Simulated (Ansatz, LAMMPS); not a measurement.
# Amorphous 75TiO2-25Al2O3 (mol %) (84 atoms), relaxed: mesh and functional compared

Which bonds does the relaxation leave, and how do the Kohn-Sham gap, forces and pressure change with k-mesh and functional?

Calculated with Ansatz 0.2.0: Kohn-Sham DFT, PBE, PAW (set soft_2), plane waves; cutoff 420 eV, Γ point, fermi-dirac smearing of 0.025 eV.

**The cell**

Density at the start: 3.38 g/cm³. The cell holds 84 atoms: 18 Ti, 12 Al and 54 O. Its edges and angles: a = 10.018 Å, b = 10.018 Å, c = 10.018 Å, α = 90.0°, β = 90.0°, γ = 90.0°. 84 atoms (18 Ti, 12 Al, 54 O) placed at random at 3.38 g/cm³, melted at 5000 K for 10 ps at fixed volume with the Morse and Coulomb pair potential with partial charges (Pedone, Malavasi, Menziani, Cormack and Segre, J. Phys. Chem. B 110, 11780 (2006)). Quenched from 5000 K to 300 K at 50 K/ps and fixed volume, held 5 ps, then minimised at fixed cell.

Cell and atoms were relaxed with PBE. The walk converged after 15 steps by the program's count, with a largest force component of 0.0136 eV/Å; it began at an r.m.s. force component of 0.81 eV/Å. The edges went from 10.018, 10.018, 10.018 to 10.267, 10.185, 10.423 Å, and the volume from 11.970 to 12.964 Å³ an atom (+8.3 %).

The input of the reference single point:

```yaml
crystal:
  lattice:
    - [10.26621, 0.11992, -0.06564]
    - [0.11992, 10.18298, -0.17639]
    - [-0.06564, -0.17639, 10.42133]
  atoms:
    - { symbol: Ti, position: [0.9643, 0.4941, 0.84685] }
    - { symbol: Ti, position: [0.24076, 0.28711, 0.32925] }
    - { symbol: Ti, position: [0.78693, 0.10307, 0.26122] }
    - { symbol: Ti, position: [0.24683, 0.92395, 0.27539] }
    [... 78 atom lines left out ...]
    - { symbol: O, position: [0.12158, 0.26623, 0.44212] }
    - { symbol: O, position: [0.48614, 0.39561, 0.97467] }
kpoints:
  mp_grid: { grid: [1, 1, 1] }
hamiltonian:
  xc: pbe
scf:
  occupations: { method: fermi_dirac, width: 0.025 }
output:
  forces: true
  stress: true
  populations: true
  dos:
    method: { smearing: { sigma: 0.08 } }
    de: 0.05
    projected: { site_lists: { Al: [Al], O: [O], Ti: [Ti] } }
  eigenvalues: true
  write_density: true
  write_potential: true
  volumetric_format: npy
```

**Bonds after relaxation**

Bonds by pair of elements; cutoffs follow the first minimum of g(r), held within bounds set by covalent radii, and pairs that aren't listed don't count as bonded:

```
pair A-B  cutoff (Å)  bonds  mean length (Å)  spread (Å)  shortest (Å)  B about A  A about B
    O-Ti        2.64     85             1.92       0.156          1.73       1.57       4.72
    O-Al        2.49     53             1.83       0.104           1.7      0.981       4.42
```

How many atoms have how many bonded neighbours:

```
element  mean   2   3  4  5  6
     Al  4.42   0   0  8  3  1
      O  2.56  24  30  0  0  0
     Ti  4.72   0   0  7  9  2
```

**Levels of theory**

Single points at the relaxed geometry:

| functional | k-mesh | Kohn-Sham gap (eV) | pressure (GPa) | r.m.s. force component (eV/Å) | SCF cycles | time |
| --- | --- | --- | --- | --- | --- | --- |
| PBE | 1×1×1 | 2.772 | 0.01 | 0.004 | 12 | 20 s |
| PBE | 2×2×2 | 2.716 | 0.00 | 0.009 | 12 | 2.9 min |
| HSE06 | 1×1×1 | 4.428 | -5.55 | 0.190 | 27 | 5.7 min |
| r2SCAN | 1×1×1 | 3.109 | -4.21 | 0.073 | 12 | 51 s |
| PBEsol | 1×1×1 | 2.756 | -4.13 | 0.075 | 13 | 21 s |

The gap is that between the highest filled and lowest empty Kohn-Sham level on the run's k-points. Cutoffs: 420 eV for PBE, HSE06 and PBEsol; 500 eV for r2SCAN. Times come from shared hosts and are rough.

**Findings**

By these cutoffs 67 % of Al atoms have 4, 56 % of O atoms have 3 and 50 % of Ti atoms have 5 neighbours. The Kohn-Sham gap is 2.77 eV with PBE on the 1×1×1 mesh and 2.72 eV on 2×2×2. On the 1×1×1 mesh HSE06 changes the gap by +1.66 eV against PBE. Carrying that shift over to the 2×2×2 mesh gives 2.72 + 1.66 = 4.37 eV, an estimate that takes the shift to be alike at all k-points. On the reference's mesh the gap changes with r2SCAN by +0.34 eV and PBEsol by -0.02 eV. Against the reference the pressure changes with HSE06 by -5.6 GPa, r2SCAN by -4.2 GPa and PBEsol by -4.1 GPa; a negative change means a smaller volume than PBE would take. The denser mesh moves the energy by -0.5 meV/atom and the pressure by -0.01 GPa.

Limits: All single points share the geometry relaxed with PBE. The volume changed by +8.3 % on relaxing; in so small a cell, on this mesh and at this cutoff, the relaxed density is rough. One sample; tail or defect levels can set the gap of a disordered cell. The quench rate of 50 K/ps is many orders above laboratory rates, so the cell is likely richer in defects and strain than a real sample. The network of bonds at the start is that of the classical potential that made the cell, and needn't be the one that DFT or experiment would give. In some runs the program notes that it cut back its work space to fit the memory limit, the exchange threshold is loose for the stress and the SCF threshold is loose for the stress.

[Logs are printed without paths, hosts, clocks, repeated set-up lines and the standing remarks that a program may print on its own settings, such as how far it seeks lower states.]

[Hosts, paths, dates, database ids (printed as entryN), source tags and the programs' standing remarks are cut or masked in the printed files.]
